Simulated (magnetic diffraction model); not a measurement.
## TbCeTe₅: what an assumed order does to the neutron pattern

Space group Cmcm (no. 63), a = 4.4590 Å, b = 42.7920 Å, c = 4.4060 Å.

| site | atom | x | y | z |
| --- | --- | --- | --- | --- |
| 4c | Tb | 1/2 | 0.4038 | 3/4 |
| 4c | Ce | 1/2 | 0.1933 | 3/4 |
| 4c | Te | 1/2 | 0.1180 | 3/4 |
| 4c | Te | 1/2 | 0.3274 | 3/4 |
| 4c | Te | 0 | 0.2498 | 3/4 |
| 4c | Te | 0 | 0.4581 | 3/4 |
| 4c | Te | 0 | 0.0416 | 3/4 |

The compound is invented for this exercise: a known structure type with other elements, its cell scaled to their sizes and not relaxed.

Only Tb and Ce are taken to order (form factors of Tb3+ and Ce3+); orders and moment sizes are assumed, and not adapted to the symmetry. Radiation: neutrons of λ = 2.567 Å, 1.5° to 60°; isotropic B of 0.38 Å² (Tb), 0.43 Å² (Ce) and 0.52 Å² (Te). The intensities are simulated: I ∝ L Σ (|F_N|² + |F_M⊥|²) for unpolarised neutrons, with F_M = 2.695 fm/μB × Σ f(s) S exp(2πi Q·r) exp(−B s²) at Q = H ± k (one set where k and −k are equivalent), only the part normal to Q counting and L = 1/(sin²θ cos θ). For a modulated order the moment at position r is S exp(−2πi k·r) + c.c., with S = m/2 for a sine wave of amplitude m and S = m(u + iv)/2 for moments turning in a plane, u and v being orthogonal unit vectors in it; the phase factor of the sum at Q = H + k is then exp(2πi H·r). Form factors are spin-only for 3d ions and dipole or tabulated for f ions, scattering lengths are Sears's of 1992, and absorption is left out. A label names one of the reflections at its angle. The strongest nuclear line in the range is 100, and lines under 0.2 are left out.

Assume the order k = (0 1/6 0), moments turning in the plane of [010] and [100], 2.34 μB on Tb and 0.42 μB on Ce; signs + at (1/2, 0.4038, 3/4), + at (0, 0.0962, 1/4), + at (1/2, 0.1933, 3/4), − at (0, 0.3067, 1/4).

Q: Where does magnetic intensity appear, and how strong is it?

```
2θ (°)       index  nuclear  magnetic
  6.30  (0 11/6 0)      0.0       3.3
  6.88     (0 2 0)      0.4       0.0
  7.45  (0 13/6 0)      0.0       2.4
 13.21  (0 23/6 0)      0.0       3.2
 13.78     (0 4 0)      0.6       0.0
 14.36  (0 25/6 0)      0.0       2.7
 20.15  (0 35/6 0)      0.0       1.8
 20.73     (0 6 0)      7.2       0.0
 21.32  (0 37/6 0)      0.0       1.6
 27.77     (0 8 0)      0.8       0.0
 33.59   (1 5/6 0)      0.0       1.1
 33.64     (1 1 0)      1.4       0.0
 33.71   (1 7/6 0)      0.0       1.1
 34.31  (0 59/6 0)      0.0       0.7
 34.49  (0 11/6 1)      0.0       2.6
 34.60     (0 2 1)      1.3       0.0
 34.73  (0 13/6 1)      0.0       2.5
 34.91    (0 10 0)      0.6       0.0
 35.51  (0 61/6 0)      0.0       0.7
 36.50  (0 23/6 1)      0.0       1.1
 36.73     (0 4 1)      1.7       0.0
 36.96  (0 25/6 1)      0.0       1.0
 37.60  (1 29/6 0)      0.0       1.2
 37.88     (1 5 0)      1.6       0.0
 38.16  (1 31/6 0)      0.0       1.2
 39.73  (0 35/6 1)      0.0       0.4
 40.37  (0 37/6 1)      0.0       0.4
 41.39  (1 41/6 0)      0.0       0.2
 41.74     (1 7 0)      0.3       0.0
 42.11  (1 43/6 0)      0.0       0.2
 42.19    (0 12 0)      0.7       0.0
 43.96  (0 47/6 1)      0.0       1.4
 44.74  (0 49/6 1)      0.0       1.4
 46.06  (1 53/6 0)      0.0       0.4
 46.48     (1 9 0)      3.0       0.0
 46.91  (1 55/6 0)      0.0       0.4
 48.45   (1 5/6 1)      0.0       0.7
 48.49     (1 1 1)     14.9       0.0
 48.54   (1 7/6 1)      0.0       0.7
 49.43    (0 10 1)     10.6       0.0
 49.45  (1 17/6 1)      0.0       2.0
 49.58     (1 3 1)      7.2       0.0
 49.66    (0 14 0)     39.0       0.0
 49.72  (1 19/6 1)      0.0       1.9
 51.45  (1 65/6 0)      0.0       0.6
 51.71     (1 5 1)    100.0       0.0
 51.93    (1 11 0)      7.9       0.0
 52.41  (1 67/6 0)      0.0       0.5
```
(The table stops after 48 lines; 11 more lie at higher angle.)

The strongest magnetic line in the range is (0 11/6 0) at 6.30° (3.3). Below the range, at 0.57°, lies the magnetic line (0 1/6 0) with 2887. On top of the Lorentz factor, which all lines share, magnetic lines fade with angle because f falls: for Tb3+ it is 0.95, 0.82, 0.66 and 0.36 at sin θ/λ = 0.1, 0.2, 0.3 and 0.5 Å⁻¹, while nuclear lengths stay constant. The order has no net moment.

[Logs are printed without paths, hosts, clocks, repeated set-up lines and the standing remarks that a program may print on its own settings, such as how far it seeks lower states.]
